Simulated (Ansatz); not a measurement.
# CsSnI3 (P4/mbm): band gap by G0W0 on LDA

Aim: the quasiparticle gap of CsSnI3 (P4/mbm), starting from LDA.

Method: LDA, then G0W0 on it, plane waves, PAW, in Ansatz 0.2.0.

## (1) Starting point

The structure is tetragonal, space group P4/mbm (No. 127). Conventional cell: a = 8.718 Å, b = 8.718 Å, c = 6.191 Å, α = 90.00°, β = 90.00°, γ = 90.00°. Nearest to Cs lie 12 I at 4.15 to 4.60 Å. Sn has 6 I at 3.10 Å nearest. Nearest to I lie 2 Sn at 3.10 Å and 4 Cs at 4.36 Å. I has 2 Sn at 3.10 Å and 4 Cs at 4.15 to 4.60 Å nearest. Farther neighbours and most contacts between anions are not listed.

The cell and positions come from the Crystallography Open Database and are kept as given unless a step says otherwise. Spin-orbit coupling is left out unless a step names it. The default PAW set here is soft_2. Its files were made with PBE.

## (2) The LDA band structure

Levels along a band path and on the mesh show where this functional puts the band edges.

This step: DFT, LDA, plane waves, PAW.

Contents of input.yaml:

```yaml
crystal:
  lattice:
    - [8.7182, 0.0, 0.0]
    - [0.0, 8.7182, 0.0]
    - [0.0, 0.0, 6.1908]
  atoms:
    - { symbol: Cs, position: [0.5, 0.0, 0.0] }
    - { symbol: Cs, position: [0.0, 0.5, 0.0] }
    - { symbol: Sn, position: [0.0, 0.0, 0.5] }
    - { symbol: Sn, position: [0.5, 0.5, 0.5] }
    - { symbol: I, position: [0.0, 0.0, 0.0] }
    - { symbol: I, position: [0.5, 0.5, 0.0] }
    - { symbol: I, position: [0.7763, 0.2763, 0.5] }
    - { symbol: I, position: [0.7237, 0.7763, 0.5] }
    - { symbol: I, position: [0.2237, 0.7237, 0.5] }
    - { symbol: I, position: [0.2763, 0.2237, 0.5] }
kpoints:
  mp_grid: { grid: [4, 4, 4] }
  band_path:
    path:
      - [[0.0, 0.0, 0.0], [0.0, 0.5, 0.0], [0.5, 0.5, 0.0], [0.0, 0.0, 0.0], [0.0, 0.0, 0.5], [0.0, 0.5, 0.5], [0.5, 0.5, 0.5], [0.0, 0.0, 0.5]]
      - [[0.0, 0.5, 0.0], [0.0, 0.5, 0.5]]
      - [[0.5, 0.5, 0.0], [0.5, 0.5, 0.5]]
    npoints: 10
hamiltonian:
  xc: lda
scf:
  occupations: { method: fermi_dirac, width: 0.02 }
  n_extra_bands: 7
output:
  eigenvalues: true
  forces: true
  stress: true
  write_density: true
  write_potential: true
  elf: true
  volumetric_format: npy
```

Launch:

```
$ ansatz run input.yaml --threads 3 --pin off --max-ram 92160MiB --backend cuda --events-out ev --progress --plain --runs-dir out --devices 1 --max-vram 13GiB
```

Numbers of over 12 decimals in the logs are rounded to 6 here.

Output:

```text
scf.n_extra_bands = 7 over 74 filled bands (N_el = 148.0): the run solves 81 bands
GPUs: using 1 of 1 available (devices: 1).
Engine: ansatz 0.2.0, x86_64-unknown-linux-gnu
Pseudopotentials: kind: paw
Pseudopotential: Cs, paw, valence charge 9, recommended cutoff 420 eV (normal), Cs.paw.azcp
Pseudopotential: Sn, paw, valence charge 14, recommended cutoff 420 eV (normal), Sn.paw.azcp
Pseudopotential: I, paw, valence charge 17, recommended cutoff 420 eV (normal), I.paw.azcp
Functional definition: SPW92
  exchange = slater_x
  correlation = pw_c
device memory: the entry about to start is reckoned to put 6.6 GiB on a device that reports 50.3 GiB free (of which the cap on the GPU budget leaves the run 13.0 GiB)
GPU FFT provider: cuFFT
GPU libraries: cuBLAS 13.8.2, cuFFT 12.4.0, cuSOLVER 12.3.4
Crystal: 10 atoms, lattice volume = 470.544 Å³
Basis set: ecut = 420 eV, 9213 PW (Γ)
Bands: 81, of which v1, the nominal top of the filled ones, is band 74 counted from 1 (73 counted from 0)
Symmetry: 16 space group operations
Space group: P4/mbm (ITA 127), of the structure as read, at distance tolerance 7.8e-5 Å
k-points: 18 of 64
Non-local potential: Cs, projectors of the file, l = 0: 3, l = 1: 2, l = 2: 2, l = 3: 2
Non-local potential: Sn, projectors of the file, l = 0: 2, l = 1: 2, l = 2: 2, l = 3: 2
Non-local potential: I, projectors of the file, l = 0: 2, l = 1: 2, l = 2: 2, l = 3: 2
PAW form: soft (Blöchl's): semilocal exchange-correlation on the pseudo side does not see the compensation charge
PAW frozen core: Cs, regenerated for the run's functional, and the local potential with it (the file was generated under x = pbe(κ = 0.804, μ = 0.219515), c = pbe(β = 0.066725))
PAW frozen core: Sn, regenerated for the run's functional, and the local potential with it (the file was generated under x = pbe(κ = 0.804, μ = 0.219515), c = pbe(β = 0.066725))
PAW frozen core: I, regenerated for the run's functional, and the local potential with it (the file was generated under x = pbe(κ = 0.804, μ = 0.219515), c = pbe(β = 0.066725))
PAW one-centre angular grid: Cs, 194 points (default); XC on 64 Gauss nodes
PAW one-centre angular grid: Sn, 590 points (default); XC on 64 Gauss nodes
PAW one-centre angular grid: I, 590 points (default); XC on 64 Gauss nodes
Initial density: superposition of atomic densities (neutral atoms: chi_scale 0, normalization atom), corrected by the library's trained network
Initial wavefunctions: pseudopotential atomic-orbital guess
GPU buffer pool allocated for 162000 grid points (all kernels)
GPU transforms: local potential and band sums: pruned to the plane-wave sphere, on 60×60×45
Functional: x = slater, c = lda
SCF iter   1: F=—  HF=-66912.951035 eV  |F-HF|=—  |Δ(HF+E_count)|=         —  Δρ=4.01e-3  dr2=4.11e-2  ethr=1.77e-3  ⟨swp⟩=8.5  Hψ=6859  notcnv=0
preconditioner: auto → Resta (q_TF=auto, 2.250 Å⁻¹)  ε∞=3.6  [insulator: Δε(μ)=0.279 eV  Ē_g=8.571 eV  σ=0.020 eV  W_gap=1.00  n_scr=80 (ndim 8)  ℏωp=13.7 eV  f_vac=0.144  D(μ)=0.00/eV (n_scr^D=0)  ε∞_Penn≈3.6]
SCF iter   2: F=—  HF=-66912.938903 eV  |F-HF|=—  |Δ(HF+E_count)|=   1.21e-2  Δρ=2.12e-3  dr2=1.21e-2  ethr=2.77e-5  ⟨swp⟩=2.9  Hψ=2690  notcnv=0  defer=33
SCF iter   3: F=—  HF=-66912.937947 eV  |F-HF|=—  |Δ(HF+E_count)|=   9.56e-4  Δρ=3.08e-4  dr2=6.20e-4  ethr=8.20e-6  ⟨swp⟩=2.5  Hψ=2830  notcnv=0  defer=33
SCF iter   4: F=—  HF=-66912.938114 eV  |F-HF|=—  |Δ(HF+E_count)|=   1.67e-4  Δρ=1.01e-4  dr2=1.33e-4  ethr=4.19e-7  ⟨swp⟩=2.0  Hψ=2757  notcnv=0  defer=33
SCF iter   5: F=—  HF=-66912.937424 eV  |F-HF|=—  |Δ(HF+E_count)|=   6.90e-4  Δρ=2.75e-5  dr2=1.19e-5  ethr=9.01e-8  ⟨swp⟩=2.0  Hψ=2685  notcnv=0  defer=33
SCF iter   6: F=—  HF=-66912.938416 eV  |F-HF|=—  |Δ(HF+E_count)|=   9.91e-4  Δρ=8.14e-6  dr2=6.71e-7  ethr=8.01e-9  ⟨swp⟩=2.0  Hψ=1893  notcnv=0  defer=33
SCF iter   7: F=-66912.938416 eV  HF=-66912.938416 eV  |F-HF|=7.33e-9  |Δ(HF+E_count)|=   1.42e-8  Δρ=2.62e-6  dr2=4.16e-8  ethr=6.76e-11  ⟨swp⟩=17.6  Hψ=13687  notcnv=0
SCF 1 converged in 7 iterations: F = -66912.938416 eV  dr2 = 4.16e-8
  greatest PAW one-centre occupation: 1.000 electrons in one spin orbital (limit 2), on the I atom at site 8 (counted from 0), in its partial waves of l = 2
device memory: the entry about to start is reckoned to put 5.7 GiB on a device that reports 53.9 GiB free (of which the cap on the GPU budget leaves the run 13.0 GiB)
NSCF: frozen V_eff on 93 k-points
SCF converged after 7 iterations
Free energy (F): -66912.938416 eV
Harris-Foulkes:  -66912.938416 eV  (|F-HF|=7.33e-9)
Internal energy: -66912.938409 eV  (E = F + TS)
E sigma→0 (E₀):  -66912.938412 eV
Entropy (-TS):   -0.000007 eV (-0.001 meV/atom)
Fermi energy:    5.203798 eV
--- Per-component energies (eV) ---
  E_band       = -2867.741842
  E_kinetic    = 1793.469401
  E_local      = -17503.618692  (includes V_loc(G=0)·N_el)
  E_nonlocal   = -506.773342
  E_hartree    = 8916.004310
  E_xc         = -1868.003817
  E_vxc        = -1222.298092  (∫ρ·V_xc dr)
  E_paw        = -45746.522981  (= ΣΔE_a)
  E_vpaw       = -3260.534694  (= ΣTr[D̂ρ^β])
  E_aug_tail   = 0.000340  (compensation charges beyond the density's cutoff)
  E_ewald      = -12003.571827
  E_core_change = 6.078199  (= ΣΔE_core)
  E_smearing   = -0.000007  (= −TS)
  E_closure    = 0.000000  (closes the sum)
  Σ components = -66912.938416   (vs F -66912.938416, Δ=0.00e0)
--- Forces (eV/Å), atoms counted from 1 ---
  atom   1  Cs     0.00000000    -0.00000000    -0.00000000
  atom   2  Cs     0.00000000    -0.00000000     0.00000000
  atom   3  Sn    -0.00000000    -0.00000000    -0.00000000
  atom   4  Sn     0.00000000    -0.00000000    -0.00000000
  atom   5  I      0.00000000    -0.00000000     0.00000000
  atom   6  I      0.00000000    -0.00000000    -0.00000000
  atom   7  I      0.02636332     0.02636332    -0.00000000
  atom   8  I     -0.02636332     0.02636332    -0.00000000
  atom   9  I     -0.02636332    -0.02636332     0.00000000
  atom  10  I      0.02636332    -0.02636332     0.00000000
  max |Σ_I F_I| component: 4.50e-29 eV/Å
--- Stress (GPa, compression-positive) ---
       -1.340110       0.000000      -0.000000
        0.000000      -1.340110       0.000000
       -0.000000       0.000000      -1.095005
  P = ⅓ Tr σ = -1.2584 GPa (-12.584 kbar)
--- Band table (eV; the first three rows and the last of 18) ---
  k-point 0: bands = [... 70 lower, 2.9774, 2.9774, 3.3450, 4.2838, 5.8614, 5.8614, 7.0741, 8.0349, ... 3 higher]
  k-point 1: bands = [... 70 lower, 3.0568, 3.0568, 3.3888, 4.3891, 5.6552, 5.6552, 7.4192, 7.6840, ... 3 higher]
  k-point 2: bands = [... 70 lower, 3.4100, 3.4100, 3.6296, 5.0569, 5.3547, 5.3990, 5.3990, 6.1294, ... 3 higher]
  k-point 17: bands = [... 70 lower, 3.3810, 3.3810, 4.2878, 4.2878, 5.8153, 5.8153, 5.8470, 5.8470, ... 3 higher]
```

It took 19 s on 1 × NVIDIA H100 80GB HBM3 (shared by 6 runs) with 3 threads of AMD EPYC 7R13 (Zen 3), shared host; peak memory 1.3 GiB; 37 s of CPU time.

The column dr2 measures how far the density is from self-consistency, as an energy; F and HF (Harris–Foulkes) agree once it is small.

This step gave:

```yaml
pressure: -1.258 GPa
filled_bands: 74
gap: 0.2979 eV
valence_top_at: Z
conduction_bottom_at: Z
least_direct_gap: 0.2979 eV
```

Over mesh and path the gap is 0.298 eV, direct, at k = (0.000, 0.000, 0.500).

Electronic bands along the path, in eV, zero at the top of the highest nominally filled band:

| point | band 71 | band 72 | band 73 | band 74 | band 75 | band 76 | band 77 | band 78 |
| --- | --- | --- | --- | --- | --- | --- | --- | --- |
| Γ | -2.08 | -2.08 | -1.71 | -0.77 | 0.80 | 0.80 | 2.02 | 2.98 |
| halfway | -2.16 | -2.07 | -1.80 | -1.38 | 1.37 | 1.56 | 2.34 | 3.18 |
| X | -2.09 | -2.09 | -1.91 | -1.91 | 2.57 | 2.57 | 2.78 | 2.78 |
| halfway | -2.18 | -2.18 | -1.81 | -1.81 | 1.65 | 1.65 | 3.30 | 3.30 |
| M | -2.22 | -2.22 | -1.56 | -1.56 | 1.11 | 1.11 | 3.67 | 3.67 |
| halfway | -2.16 | -2.16 | -1.91 | -1.38 | 0.97 | 2.58 | 2.64 | 2.84 |
| Γ | -2.08 | -2.08 | -1.71 | -0.77 | 0.80 | 0.80 | 2.02 | 2.98 |
| halfway | -2.00 | -2.00 | -1.67 | -0.67 | 0.60 | 0.60 | 2.36 | 2.63 |
| Z | -1.65 | -1.65 | -1.43 | 0.00 | 0.30 | 0.34 | 0.34 | 1.07 |
| halfway | -1.80 | -1.71 | -1.39 | -0.76 | 0.46 | 1.00 | 1.01 | 1.35 |
| R | -1.88 | -1.88 | -1.23 | -1.23 | 0.77 | 0.77 | 2.30 | 2.30 |
| halfway | -1.75 | -1.75 | -1.04 | -1.04 | 0.76 | 0.76 | 1.38 | 1.38 |
| A | -1.68 | -1.68 | -0.77 | -0.77 | 0.76 | 0.76 | 0.79 | 0.79 |
| halfway | -1.96 | -1.66 | -1.31 | -0.65 | 0.55 | 0.59 | 0.94 | 2.32 |
| Z | -1.65 | -1.65 | -1.43 | 0.00 | 0.30 | 0.34 | 0.34 | 1.07 |
| jump to X | -2.09 | -2.09 | -1.91 | -1.91 | 2.57 | 2.57 | 2.78 | 2.78 |
| halfway | -1.98 | -1.98 | -1.90 | -1.90 | 2.41 | 2.41 | 2.51 | 2.51 |
| R | -1.88 | -1.88 | -1.23 | -1.23 | 0.77 | 0.77 | 2.30 | 2.30 |
| jump to M | -2.22 | -2.22 | -1.56 | -1.56 | 1.11 | 1.11 | 3.67 | 3.67 |
| halfway | -1.95 | -1.95 | -1.39 | -1.39 | 0.97 | 0.97 | 2.63 | 2.63 |
| A | -1.68 | -1.68 | -0.77 | -0.77 | 0.76 | 0.76 | 0.79 | 0.79 |

Electrostatic potential energy in the ac plane at fractional y = 0.000, with atoms of Cs and Sn and I within 0.2 Å of it. With pseudopotentials it is smooth inside the atoms' cores, unlike the true potential.

Values in eV, 9 rows by 16 columns, each cell a mean:
```
 -2 -11   4   9   8   4 -11 -19 -18 -16   0   7   9   7  -7  -6
 -4   2   8   9   8   7   3  -5  -7   0   6   8   9   8   5  -2
  0   4   7   9   9   9   8   7   7   7   8   9   9   8   5   1
 -3  -9   3   8   9   9   9   9   9   9   9   9   8   6  -5  -6
  9  -8   0   7   9   9   9   9   9   9   9   9   8   4  -9   5
 -7  -6   5   8   9   9   9   9   9   9   9   9   9   7  -1  -8
  3   5   8   9   9   8   7   5   5   6   8   9   9   8   6   4
 -9  -2   7   9   8   6  -1 -11 -13  -5   4   8   9   8   2  -8
  5 -11   2   8   8   3 -13 -18 -18 -18  -1   7   8   6  -9  -1
```
Columns run along a (8.7 Å; values clipped at the 3rd and 97th percentile), rows up along c (6.2 Å). Atoms in or near the plane, at fractional coordinates: Cs at (0.50, 0.00), Sn at (0.00, 0.50), I at (0.00, 0.00).

ELF in the ac plane at fractional y = 0.000, with atoms of Cs and Sn and I within 0.2 Å of it. It is the smooth field of the valence electrons, not physical close to the nuclei.

Ten even steps from '_' (0.00) to '@' (0.88), each cell a mean:
```
::==##%%%%--__..##@@@@--..**@@@@==__..**%%%%**--
++**##%%##::____++@@@@@@%%@@@@%%--____==%%%%##++
######**==..____::##@@@@@@@@%%++..____::++######
**++==::..________::++####**==..________..--++**
----::..______________::::..______________..::--
------::________________________________..::----
::------..____________________________..::----::
__..----::..__....____________......__..::--::__
____----::........____________......__..::--::__
__::----..____....______________..____..::----..
------::..______________________________..------
----::..__________________________________::----
====--..__________..--++++==::__________..::--==
####**++::______..++%%@@@@%%##--______..--++**##
**######++..____==%%@@@@@@@@@@##::____--##%%##**
--++##%%##--__..**@@@@**==%%@@%%==____++%%%%**==
==--**%%%%==__..##@@%%..__==@@@@++__..**%%##++::
```
Columns run along a (8.7 Å), rows up along c (6.2 Å). Atoms in or near the plane, at fractional coordinates: Cs at (0.50, 0.00), Sn at (0.00, 0.50), I at (0.00, 0.00).

(Part 1 of 2 ends here.)

[Paths, hosts, dates, memory and timing lines, banners, echoed tables and standing remarks are left out of the program output.]

[Logs are printed without paths, hosts, clocks, repeated set-up lines and the standing remarks that a program may print on its own settings, such as how far it seeks lower states.]

[Runs of the session that timed out or met a known fault of the program may be left out.]

[Cells called generated may have been cut or substituted from an entry of the Crystallography Open Database or the Materials Project.]

[Hosts, paths, dates, database ids (printed as entryN), source tags and the programs' standing remarks are cut or masked in the printed files.]

[Where an RPA ε∞ is given, it is that of the G0W0 mesh and is not shown converged in it. Names of k-points follow the symmetry that the program found, which can be lower than the space group named. Band edges on a path are those of the sampled points; other points can move an edge, and change direct to indirect where valleys lie close.]

[Hybrid gaps are those of their k-mesh and are not shown converged in it.]
